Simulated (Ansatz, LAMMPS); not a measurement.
# Ga2O3 with crystalline order left by the classical run (95 atoms) under strain, part 2 of 3

How stiff is Ga2O3 with crystalline order left by the classical run (95 atoms), and how do its levels respond to strain?

Ansatz 0.2.0; Kohn-Sham DFT, PBE, PAW (set soft_1), plane waves; PAW set soft_1.

The cell: 38 Ga and 57 O. The quench rate of 50 K/ps far exceeds what a furnace or splat quench reaches. The starting topology of bonds comes from the classical model. Sampling is at Γ alone.

So far. Step 2 (Single point at the start): The r.m.s. force at the start is 0.34 eV/Å.

### Step 3. Cell and atoms relaxed

The cell is relaxed with the atoms, since the starting lattice needn't suit this functional.

input.yaml reads:

```yaml
crystal:
  lattice:
    - [10.07704, 0.0, 0.0]
    - [0.0, 10.07704, 0.0]
    - [0.0, 0.0, 10.07704]
  atoms:
    [... the 95 atom lines of step 2 ...]
kpoints:
  mp_grid: { grid: [1, 1, 1] }
hamiltonian:
  xc: pbe
  pseudopotentials: { kind: paw, azcp: { folder: soft_1 } }
scf:
  occupations: { method: fixed }
output:
  forces: true
relax:
  f_tol: 0.05
  max_steps: 150
  cell: {}
```

Run with:

```console
> ansatz run input.yaml --threads 4 --pin off --max-ram 8192MiB --backend cpu --events-out ev --progress --plain --runs-dir out
```

Output:

```text
[...]
Crystal: 95 atoms, lattice volume = 1023.291 Å³
Basis set: ecut = 420 eV, 20005 PW (Γ), exchange–correlation on 144×144×144 points (8 copies of the dense FFT grid, shifted against one another)
Bands: 513, of which v1, the nominal top of the filled ones, is band 418 counted from 1 (417 counted from 0)
Symmetry: 1 space group operations
[...]
k-points: 1
[...]
SCF iter   1: F=—  HF=-176135.316819 eV  |F-HF|=—  |Δ(HF+E_count)|=         —  Δρ=1.17e-1  dr2=6.34e1  ethr=3.10e-3  ⟨swp⟩=4.0  Hψ=1307  notcnv=0  defer=88
[...]
SCF iter  12: F=—  HF=-176113.783061 eV  |F-HF|=—  |Δ(HF+E_count)|=   2.30e-7  Δρ=8.33e-6  dr2=6.43e-7  ethr=3.91e-10  ⟨swp⟩=2.0  Hψ=844  notcnv=0  defer=87
SCF iter  13: F=-176113.783061 eV  HF=-176113.783061 eV  |F-HF|=5.08e-8  |Δ(HF+E_count)|=   9.22e-8  Δρ=2.14e-6  dr2=5.27e-8  ethr=1.20e-11  ⟨swp⟩=2.0  Hψ=1735  notcnv=0
SCF 1 converged in 13 iterations: F = -176113.783061 eV  dr2 = 5.27e-8
[...]
relax step   1: F+E_penalty+E_count = -176113.78306118 eV  Δ(F+E_penalty+E_count) = +0.000e0 eV  max|allowed force component| = 1.003e0 eV/Å  Δτ_max = 0.0000 Å  P = -6.540 GPa  Ω = 1023.291 Å³  (13 SCF iters, dr2 threshold 1.00e-7 eV, accepted)
[... from here on, the SCF cycles and remarks between the steps are left out ...]
relax step   2: F+E_penalty+E_count = -176115.69264053 eV  Δ(F+E_penalty+E_count) = -1.910e0 eV  max|allowed force component| = 6.546e-1 eV/Å  Δτ_max = 0.1323 Å  P = -2.576 GPa  Ω = 1002.159 Å³  energy of the carried Pulay correction = +5.997e-2 eV  (8 SCF iters, dr2 threshold 9.50e-6 eV, accepted)
relax step   3: F+E_penalty+E_count = -176116.48633116 eV  Δ(F+E_penalty+E_count) = -7.937e-1 eV  max|allowed force component| = 4.716e-1 eV/Å  Δτ_max = 0.0891 Å  P = +0.863 GPa  Ω = 989.776 Å³  energy of the carried Pulay correction = +9.569e-2 eV  (8 SCF iters, dr2 threshold 9.50e-6 eV, accepted)
relax step   4: F+E_penalty+E_count = -176117.44895975 eV  Δ(F+E_penalty+E_count) = -9.626e-1 eV  max|allowed force component| = 2.930e-1 eV/Å  Δτ_max = 0.2000 Å  P = +1.052 GPa  Ω = 1000.515 Å³  energy of the carried Pulay correction = +6.469e-2 eV  (8 SCF iters, dr2 threshold 9.50e-6 eV, accepted)
relax step   5: F+E_penalty+E_count = -176118.11497442 eV  Δ(F+E_penalty+E_count) = -6.660e-1 eV  max|allowed force component| = 2.593e-1 eV/Å  Δτ_max = 0.2000 Å  P = +0.494 GPa  Ω = 1016.027 Å³  energy of the carried Pulay correction = +2.047e-2 eV  (8 SCF iters, dr2 threshold 5.37e-6 eV, accepted)
relax step   6: F+E_penalty+E_count = -176118.39104446 eV  Δ(F+E_penalty+E_count) = -2.761e-1 eV  max|allowed force component| = 1.772e-1 eV/Å  Δτ_max = 0.2000 Å  P = -0.047 GPa  Ω = 1032.505 Å³  energy of the carried Pulay correction = -2.576e-2 eV  (9 SCF iters, dr2 threshold 4.20e-6 eV, accepted)
relax step   7: F+E_penalty+E_count = -176118.42934628 eV  Δ(F+E_penalty+E_count) = -3.830e-2 eV  max|allowed force component| = 1.097e-1 eV/Å  Δτ_max = 0.2000 Å  P = -0.046 GPa  Ω = 1035.543 Å³  energy of the carried Pulay correction = -3.420e-2 eV  (9 SCF iters, dr2 threshold 1.96e-6 eV, accepted)
relax step   8: F+E_penalty+E_count = -176118.48977378 eV  Δ(F+E_penalty+E_count) = -6.043e-2 eV  max|allowed force component| = 1.944e-1 eV/Å  Δτ_max = 0.2000 Å  P = +0.170 GPa  Ω = 1040.193 Å³  energy of the carried Pulay correction = -4.708e-2 eV  (9 SCF iters, dr2 threshold 7.52e-7 eV, accepted)
relax step   9: F+E_penalty+E_count = -176118.58391711 eV  Δ(F+E_penalty+E_count) = -9.414e-2 eV  max|allowed force component| = 3.443e-1 eV/Å  Δτ_max = 0.1946 Å  P = -0.369 GPa  Ω = 1046.969 Å³  energy of the carried Pulay correction = -6.574e-2 eV  (8 SCF iters, dr2 threshold 2.36e-6 eV, accepted)
relax step  10: F+E_penalty+E_count = -176118.77525004 eV  Δ(F+E_penalty+E_count) = -1.913e-1 eV  max|allowed force component| = 5.648e-1 eV/Å  Δτ_max = 0.1949 Å  P = +0.420 GPa  Ω = 1044.334 Å³  energy of the carried Pulay correction = -5.850e-2 eV  (8 SCF iters, dr2 threshold 7.41e-6 eV, accepted)
relax step  11: F+E_penalty+E_count = -176118.97428544 eV  Δ(F+E_penalty+E_count) = -1.990e-1 eV  max|allowed force component| = 4.318e-1 eV/Å  Δτ_max = 0.1945 Å  P = -0.143 GPa  Ω = 1048.996 Å³  energy of the carried Pulay correction = -7.130e-2 eV  (7 SCF iters, dr2 threshold 9.50e-6 eV, accepted)
relax step  12: F+E_penalty+E_count = -176119.15903397 eV  Δ(F+E_penalty+E_count) = -1.847e-1 eV  max|allowed force component| = 1.845e-1 eV/Å  Δτ_max = 0.2000 Å  P = +0.002 GPa  Ω = 1050.650 Å³  energy of the carried Pulay correction = -7.582e-2 eV  (8 SCF iters, dr2 threshold 9.50e-6 eV, accepted)
relax step  13: F+E_penalty+E_count = -176119.26924132 eV  Δ(F+E_penalty+E_count) = -1.102e-1 eV  max|allowed force component| = 1.698e-1 eV/Å  Δτ_max = 0.2000 Å  P = +0.175 GPa  Ω = 1054.902 Å³  energy of the carried Pulay correction = -8.743e-2 eV  (9 SCF iters, dr2 threshold 2.13e-6 eV, accepted)
[...]
relax step  16: F+E_penalty+E_count = -176119.52726947 eV  Δ(F+E_penalty+E_count) = -1.160e-1 eV  max|allowed force component| = 8.491e-2 eV/Å  Δτ_max = 0.0972 Å  P = +0.027 GPa  Ω = 1065.711 Å³  energy of the carried Pulay correction = -1.167e-1 eV  (13 SCF iters, accepted)
relax step  17: F+E_penalty+E_count = -176119.57394998 eV  Δ(F+E_penalty+E_count) = -4.668e-2 eV  max|allowed force component| = 1.241e-1 eV/Å  Δτ_max = 0.1000 Å  P = -0.002 GPa  Ω = 1068.341 Å³  energy of the carried Pulay correction = -1.238e-1 eV  (9 SCF iters, dr2 threshold 4.51e-7 eV, accepted)
relax step  18: F+E_penalty+E_count = -176119.63030819 eV  Δ(F+E_penalty+E_count) = -5.636e-2 eV  max|allowed force component| = 2.150e-1 eV/Å  Δτ_max = 0.1462 Å  P = +0.025 GPa  Ω = 1070.687 Å³  energy of the carried Pulay correction = -1.301e-1 eV  (9 SCF iters, dr2 threshold 9.63e-7 eV, accepted)
relax step  19: F+E_penalty+E_count = -176119.73349263 eV  Δ(F+E_penalty+E_count) = -1.032e-1 eV  max|allowed force component| = 2.546e-1 eV/Å  Δτ_max = 0.2000 Å  P = +0.002 GPa  Ω = 1072.891 Å³  energy of the carried Pulay correction = -1.360e-1 eV  (8 SCF iters, dr2 threshold 2.89e-6 eV, accepted)
relax step  20: F+E_penalty+E_count = -176119.83387379 eV  Δ(F+E_penalty+E_count) = -1.004e-1 eV  max|allowed force component| = 3.559e-1 eV/Å  Δτ_max = 0.1966 Å  P = +0.056 GPa  Ω = 1073.978 Å³  energy of the carried Pulay correction = -1.389e-1 eV  (8 SCF iters, dr2 threshold 4.05e-6 eV, accepted)
relax step  21: F+E_penalty+E_count = -176120.00470513 eV  Δ(F+E_penalty+E_count) = -1.708e-1 eV  max|allowed force component| = 1.940e-1 eV/Å  Δτ_max = 0.2000 Å  P = -0.086 GPa  Ω = 1077.582 Å³  energy of the carried Pulay correction = -1.485e-1 eV  (8 SCF iters, dr2 threshold 7.92e-6 eV, accepted)
relax step  22: F+E_penalty+E_count = -176120.12300578 eV  Δ(F+E_penalty+E_count) = -1.183e-1 eV  max|allowed force component| = 1.580e-1 eV/Å  Δτ_max = 0.2000 Å  P = -0.046 GPa  Ω = 1082.979 Å³  energy of the carried Pulay correction = -1.629e-1 eV  (8 SCF iters, dr2 threshold 2.35e-6 eV, accepted)
relax step  23: F+E_penalty+E_count = -176120.17157556 eV  Δ(F+E_penalty+E_count) = -4.857e-2 eV  max|allowed force component| = 5.936e-2 eV/Å  Δτ_max = 0.2000 Å  P = +0.045 GPa  Ω = 1087.756 Å³  energy of the carried Pulay correction = -1.755e-1 eV  (9 SCF iters, dr2 threshold 1.56e-6 eV, accepted)
relax step  24: F+E_penalty+E_count = -176120.17792401 eV  Δ(F+E_penalty+E_count) = -6.348e-3 eV  max|allowed force component| = 4.969e-2 eV/Å  Δτ_max = 0.0470 Å  P = +0.003 GPa  Ω = 1086.818 Å³  energy of the carried Pulay correction = -1.731e-1 eV  (8 SCF iters, dr2 threshold 2.20e-7 eV, accepted)
relax step  25: F+E_penalty+E_count = -176120.48567111 eV  Δ(F+E_penalty+E_count) = -3.077e-1 eV  max|allowed force component| = 5.014e-2 eV/Å  Δτ_max = 0.0000 Å  P = +0.435 GPa  Ω = 1086.818 Å³  stress off target by 7.70e-1 GPa  SCF on the basis re-selected at this cell (its energy is not comparable with the rows above)  (9 SCF iters)
relax step  26: F+E_penalty+E_count = -176120.48744641 eV  Δ(F+E_penalty+E_count) = -1.775e-3 eV  max|allowed force component| = 3.042e-2 eV/Å  Δτ_max = 0.0415 Å  P = +0.037 GPa  Ω = 1093.823 Å³  energy of the carried Pulay correction = -1.870e-2 eV  (8 SCF iters, dr2 threshold 1.48e-6 eV, accepted)
relax step  27: F+E_penalty+E_count = -176120.48969843 eV  Δ(F+E_penalty+E_count) = -2.252e-3 eV  max|allowed force component| = 1.353e-2 eV/Å  Δτ_max = 0.0125 Å  P = +0.020 GPa  Ω = 1093.696 Å³  energy of the carried Pulay correction = -1.831e-2 eV  (9 SCF iters, dr2 threshold 2.41e-8 eV, accepted)
relax step  28: F+E_penalty+E_count = -176120.51035017 eV  Δ(F+E_penalty+E_count) = -2.065e-2 eV  max|allowed force component| = 1.360e-2 eV/Å  Δτ_max = 0.0000 Å  P = +0.028 GPa  Ω = 1093.696 Å³  stress off target by 7.35e-2 GPa  SCF on the basis re-selected at this cell (its energy is not comparable with the rows above)  (6 SCF iters)
relax step  29: F+E_penalty+E_count = -176120.50891654 eV  Δ(F+E_penalty+E_count) = +1.434e-3 eV  max|allowed force component| = 8.320e-3 eV/Å  Δτ_max = 0.0065 Å  P = +0.003 GPa  Ω = 1094.396 Å³  energy of the carried Pulay correction = -1.810e-3 eV  (8 SCF iters, dr2 threshold 1.35e-8 eV, accepted)
relax step  30: F+E_penalty+E_count = -176120.51139854 eV  Δ(F+E_penalty+E_count) = -2.482e-3 eV  max|allowed force component| = 8.337e-3 eV/Å  Δτ_max = 0.0000 Å  P = +0.004 GPa  Ω = 1094.396 Å³  stress off target by 1.33e-2 GPa  SCF on the basis re-selected at this cell (its energy is not comparable with the rows above)  (4 SCF iters)
[...]
SCF converged after 4 iterations
Free energy (F): -176120.511399 eV
[...]
Internal energy: -176120.511399 eV  (E = F + TS)
E sigma→0 (E₀):  -176120.511399 eV
Fermi energy:    7.057343 eV
[...]
Σ components = -176120.511399   (vs F -176120.511399, Δ=0.00e0)
--- Forces (eV/Å), atoms counted from 1 ---
  atom   1  Ga    -0.00024631     0.00155471     0.00083807
  atom   2  Ga     0.00210060     0.00098688     0.00015729
  atom   3  Ga    -0.00112907     0.00380326    -0.00089745
  atom   4  Ga     0.00096149    -0.00088572     0.00188631
[...]
atom  95  O     -0.00078523    -0.00193949    -0.00277029
  max |Σ_I F_I| component: 7.53e-6 eV/Å
--- Stress (GPa, compression-positive) ---
        0.002703       0.003817      -0.001248
        0.003817       0.010289      -0.004539
       -0.001248      -0.004539      -0.001930
  P = ⅓ Tr σ = 0.0037 GPa (0.037 kbar)
--- Relaxed structure (27 steps of the walk, 26 accepted, 3 SCFs on fresh bases) ---
  F+E_penalty+E_count = -176120.51139854 eV   max|allowed force component| = 8.337e-3 eV/Å   (the final SCF, on the basis selected at the relaxed cell)
  cell:  # Å, volume = 1094.3958 Å³
    - [10.473215, 0.154039, 0.114212]
    - [0.154039, 10.052035, 0.237065]
    - [0.114212, 0.237065, 10.404483]
  atoms:
    - { symbol: Ga, position: [0.270004, 0.888304, 0.365249] }
    - { symbol: Ga, position: [0.082078, 0.341293, 0.897971] }
    - { symbol: Ga, position: [0.767329, 0.575647, 0.505529] }
    - { symbol: Ga, position: [0.410126, 0.629013, 0.221989] }
[...]
- { symbol: O, position: [0.00431861, 0.415174, 0.045744] }
```

Elapsed: 4.1 min, on 4 threads of Intel Xeon Platinum 8559C (Emerald Rapids), shared host; peak memory 1.8 GiB; 15 min of CPU time.

The relaxation converged after 27 steps, with a largest force component of 0.0083 eV/Å.

### Step 4. Single point at the relaxed geometry

One more single point at the end of the walk gives the fuller output and checks the residual forces.

input.yaml reads:

```yaml
crystal:
  lattice:
    - [10.47322, 0.15404, 0.11421]
    - [0.15404, 10.05203, 0.23707]
    - [0.11421, 0.23707, 10.40448]
  atoms:
    - { symbol: Ga, position: [0.27, 0.8883, 0.36525] }
    - { symbol: Ga, position: [0.08208, 0.34129, 0.89797] }
    - { symbol: Ga, position: [0.76733, 0.57565, 0.50553] }
    - { symbol: Ga, position: [0.41013, 0.62901, 0.22199] }
    - { symbol: Ga, position: [0.84442, 0.62287, 0.81333] }
    - { symbol: Ga, position: [0.31154, 0.26352, 0.63205] }
    [... 83 atom lines left out ...]
    - { symbol: O, position: [0.60306, 0.99531, 0.30624] }
    - { symbol: O, position: [0.07848, 0.97851, 0.11991] }
    - { symbol: O, position: [0.28393, 0.90763, 0.96257] }
    - { symbol: O, position: [0.59525, 0.81318, 0.06383] }
    - { symbol: O, position: [0.48059, 0.26636, 0.27261] }
    - { symbol: O, position: [0.00432, 0.41517, 0.04574] }
kpoints:
  mp_grid: { grid: [1, 1, 1] }
hamiltonian:
  xc: pbe
  pseudopotentials: { kind: paw, azcp: { folder: soft_1 } }
scf:
  occupations: { method: fixed }
output:
  forces: true
  stress: true
  populations: true
  dos:
    method: { smearing: { sigma: 0.1 } }
    de: 0.1
    projected: { site_lists: { Ga: [Ga], O: [O] } }
  eigenvalues: true
  write_density: true
  write_potential: true
  volumetric_format: npy
  elf: true
```

Output:

```text
[...]
Crystal: 95 atoms, lattice volume = 1094.395 Å³
Basis set: ecut = 420 eV, 21437 PW (Γ), exchange–correlation on 144×144×144 points (8 copies of the dense FFT grid, shifted against one another)
Bands: 513, of which v1, the nominal top of the filled ones, is band 418 counted from 1 (417 counted from 0)
Symmetry: 1 space group operations
[...]
k-points: 1
[...]
SCF iter   1: F=—  HF=-176144.505247 eV  |F-HF|=—  |Δ(HF+E_count)|=         —  Δρ=1.15e-1  dr2=7.21e1  ethr=3.10e-3  ⟨swp⟩=5.0  Hψ=1544  notcnv=0  defer=88
[...]
SCF iter  13: F=-176120.511399 eV  HF=-176120.511399 eV  |F-HF|=2.13e-8  |Δ(HF+E_count)|=   1.43e-7  Δρ=1.75e-6  dr2=3.83e-8  ethr=1.20e-11  ⟨swp⟩=16.0  Hψ=4037  notcnv=0
SCF 1 converged in 13 iterations: F = -176120.511399 eV  dr2 = 3.83e-8
[...]
SCF converged after 13 iterations
Free energy (F): -176120.511399 eV
[...]
Internal energy: -176120.511399 eV  (E = F + TS)
E sigma→0 (E₀):  -176120.511399 eV
Fermi energy:    7.057356 eV
[...]
--- Forces (eV/Å), atoms counted from 1 ---
  atom   1  Ga     0.00098848     0.00236608    -0.00005233
  atom   2  Ga     0.00170610     0.00199340    -0.00002642
  atom   3  Ga    -0.00111022     0.00343923    -0.00039154
  atom   4  Ga     0.00051180     0.00020637     0.00098196
  atom   5  Ga    -0.00506270    -0.00209718    -0.00277004
  atom   6  Ga    -0.00364278    -0.00224552    -0.00583502
  atom   7  Ga     0.00019885    -0.00150978     0.00627738
  atom   8  Ga    -0.00091252    -0.00223453    -0.00235414
  atom   9  Ga    -0.00530936    -0.00129662    -0.00061651
  atom  10  Ga     0.00023180    -0.00229151     0.00150922
  atom  11  Ga     0.00250821     0.00072058     0.00447946
  atom  12  Ga     0.00058657    -0.00168254     0.00002413
  atom  13  Ga     0.00194513     0.00127461    -0.00323892
  atom  14  Ga    -0.00140309     0.00072574     0.00088590
[...]
atom  94  O      0.00054898    -0.00095017     0.00312322
  atom  95  O     -0.00122102    -0.00094573    -0.00172660
  max |Σ_I F_I| component: 1.75e-5 eV/Å
--- Stress (GPa, compression-positive) ---
        0.003103       0.003022      -0.001436
        0.003022       0.010183      -0.004849
       -0.001436      -0.004849      -0.001679
  P = ⅓ Tr σ = 0.0039 GPa (0.039 kbar)
--- Band table (eV) ---
[...]
--- Löwdin populations: 95 sites ---
  site symbol       q [e]
     0     Ga     11.9557
     1     Ga     11.9343
     2     Ga     11.9235
[...]
94      O      6.6757
  spilling = 0.002645 (of n_electrons = 836.000000)
```

Wall time 16 s (4 threads); peak memory 1.8 GiB; 58 s of CPU time.

Read from the output:

```yaml
free_energy: -176120.5114 eV
free_energy_per_atom: -1853.9001 eV/atom
scf_cycles: 13
pressure: 0.003869 GPa
r_m_s_force_component: 0.00252 eV/Å
longest_force: 0.00931 eV/Å
fermi_energy: 7.057 eV
spacing_of_highest_filled_and_lowest_empty_level: 1.619 eV
spilling_of_the_projection: 0.002645
```

### Step 5. Volume -3 %

The relaxed cell is scaled evenly and the atoms are relaxed again; the stress at the end gives one point of P(V).

input.yaml, the sections that differ from step 4:

```yaml
crystal:
  lattice:
    - [10.36742, 0.15248, 0.11306]
    - [0.15248, 9.95049, 0.23468]
    - [0.11306, 0.23468, 10.29938]
  atoms:
    [... the 95 atom lines of step 4 ...]
output:
  forces: true
  eigenvalues: true
  stress: true
relax:
  f_tol: 0.05
  max_steps: 70
# kpoints, hamiltonian, scf: as in step 4
```

Output:

```text
Warning: output.stress: scf.convergence.dr2_threshold = 1e-7 eV (the SCF's general default) is looser than the 9.5e-9 eV advised for a printed stress (1e-10 eV for each atom of the cell: 95). What an SCF threshold leaves in a stress goes as its square root, and in the free energy as the threshold itself, and one threshold admits the most on a small cell: [...]
[...]
Crystal: 95 atoms, lattice volume = 1061.564 Å³
Basis set: ecut = 420 eV, 20747 PW (Γ), exchange–correlation on 144×144×144 points (8 copies of the dense FFT grid, shifted against one another)
Bands: 513, of which v1, the nominal top of the filled ones, is band 418 counted from 1 (417 counted from 0)
Symmetry: 1 space group operations
[...]
k-points: 1
[...]
SCF iter   1: F=—  HF=-176144.671390 eV  |F-HF|=—  |Δ(HF+E_count)|=         —  Δρ=1.18e-1  dr2=7.51e1  ethr=3.10e-3  ⟨swp⟩=5.0  Hψ=1544  notcnv=0  defer=88
[...]
SCF iter  10: F=-176119.955990 eV  HF=-176119.955997 eV  |F-HF|=7.46e-6  |Δ(HF+E_count)|=   1.26e-5  Δρ=3.95e-5  dr2=1.37e-5  ethr=3.06e-9  ⟨swp⟩=11.0  Hψ=2396  notcnv=0
SCF 1 converged in 10 iterations: F = -176119.955990 eV  dr2 = 1.37e-5
[...]
relax step   1: F+E_penalty+E_count = -176119.95598969 eV  Δ(F+E_penalty+E_count) = +0.000e0 eV  max|allowed force component| = 2.928e-1 eV/Å  Δτ_max = 0.0000 Å  (10 SCF iters, dr2 threshold 6.25e-5 eV, accepted)
[...]
relax step   2: F+E_penalty+E_count = -176120.07540123 eV  Δ(F+E_penalty+E_count) = -1.194e-1 eV  max|allowed force component| = 1.807e-1 eV/Å  Δτ_max = 0.0310 Å  (6 SCF iters, dr2 threshold 5.36e-6 eV, accepted)
[...]
relax step   3: F+E_penalty+E_count = -176120.17473014 eV  Δ(F+E_penalty+E_count) = -9.933e-2 eV  max|allowed force component| = 1.352e-1 eV/Å  Δτ_max = 0.0556 Å  (9 SCF iters, accepted)
relax step   4: F+E_penalty+E_count = -176120.23405098 eV  Δ(F+E_penalty+E_count) = -5.932e-2 eV  max|allowed force component| = 1.646e-1 eV/Å  Δτ_max = 0.2000 Å  (8 SCF iters, dr2 threshold 6.96e-6 eV, accepted)
relax step   5: F+E_penalty+E_count = -176120.24389373 eV  Δ(F+E_penalty+E_count) = -9.843e-3 eV  max|allowed force component| = 3.846e-2 eV/Å  Δτ_max = 0.0308 Å  (6 SCF iters, dr2 threshold 1.52e-5 eV, accepted)
[...]
relax step   6: F+E_penalty+E_count = -176120.24389492 eV  Δ(F+E_penalty+E_count) = -1.191e-6 eV  max|allowed force component| = 3.890e-2 eV/Å  Δτ_max = 0.0000 Å  (4 SCF iters, accepted)
SCF converged after 4 iterations
Free energy (F): -176120.243895 eV
[...]
Internal energy: -176120.243895 eV  (E = F + TS)
E sigma→0 (E₀):  -176120.243895 eV
Fermi energy:    7.474066 eV
[...]
--- Forces (eV/Å), atoms counted from 1 ---
  atom   1  Ga    -0.00144946    -0.00000131    -0.00331120
  atom   2  Ga     0.00046479     0.01418298    -0.00958606
  atom   3  Ga     0.01595244    -0.00257729     0.00549455
  atom   4  Ga     0.01281910     0.00201333    -0.00099725
  atom   5  Ga     0.01748485    -0.00220743    -0.00576199
  atom   6  Ga     0.00518709    -0.00174685     0.00341992
  atom   7  Ga     0.00911508     0.01747286     0.01074286
  atom   8  Ga     0.03890235    -0.01054470    -0.00769287
  atom   9  Ga     0.01256777     0.00032005    -0.00676483
  atom  10  Ga    -0.00560734     0.00052002     0.01226634
  atom  11  Ga     0.00282610     0.00814896     0.00164737
  atom  12  Ga     0.00776577    -0.00612760    -0.00224899
  atom  13  Ga    -0.00723320    -0.00170698     0.00534685
  atom  14  Ga     0.00780489    -0.00055161    -0.00670049
[...]
atom  94  O     -0.01283553    -0.00358695     0.00804811
  atom  95  O      0.00623380     0.00082895    -0.01076858
  max |Σ_I F_I| component: 7.64e-5 eV/Å
--- Stress (GPa, compression-positive) ---
        2.506191      -0.158969      -0.174604
       -0.158969       2.733457      -0.159356
       -0.174605      -0.159356       2.255627
  P = ⅓ Tr σ = 2.4984 GPa (24.984 kbar)
--- Band table (eV) ---
[...]
--- Relaxed structure (6 steps of the walk, 6 accepted, 0 SCFs on fresh bases) ---
  F+E_penalty+E_count = -176120.24389492 eV   max|allowed force component| = 3.890e-2 eV/Å
  atoms:
    - { symbol: Ga, position: [0.268995, 0.884867, 0.364639] }
    - { symbol: Ga, position: [0.082148, 0.337381, 0.897386] }
    - { symbol: Ga, position: [0.770757, 0.582247, 0.499044] }
    - { symbol: Ga, position: [0.406819, 0.624439, 0.219693] }
[...]
- { symbol: O, position: [0.00633964, 0.415334, 0.044987] }
```

Wall time 63 s (4 threads); peak memory 1.8 GiB; 3.7 min of CPU time.

The program notes that the SCF threshold is loose for the stress.

The relaxation converged after 6 steps, 0.288 eV below its start, with a largest force component of 0.039 eV/Å.

Volume -3 %: the energy stands 0.268 eV above that of the reference, at a pressure of 2.50 GPa.

(Part 2 of 3 ends here.)

[Long decimals in the printed logs are rounded to 6 places.]

[Logs are printed without paths, hosts, clocks, repeated set-up lines and the standing remarks that a program may print on its own settings, such as how far it seeks lower states.]

[Hosts, paths, dates, database ids (printed as entryN), source tags and the programs' standing remarks are cut or masked in the printed files.]
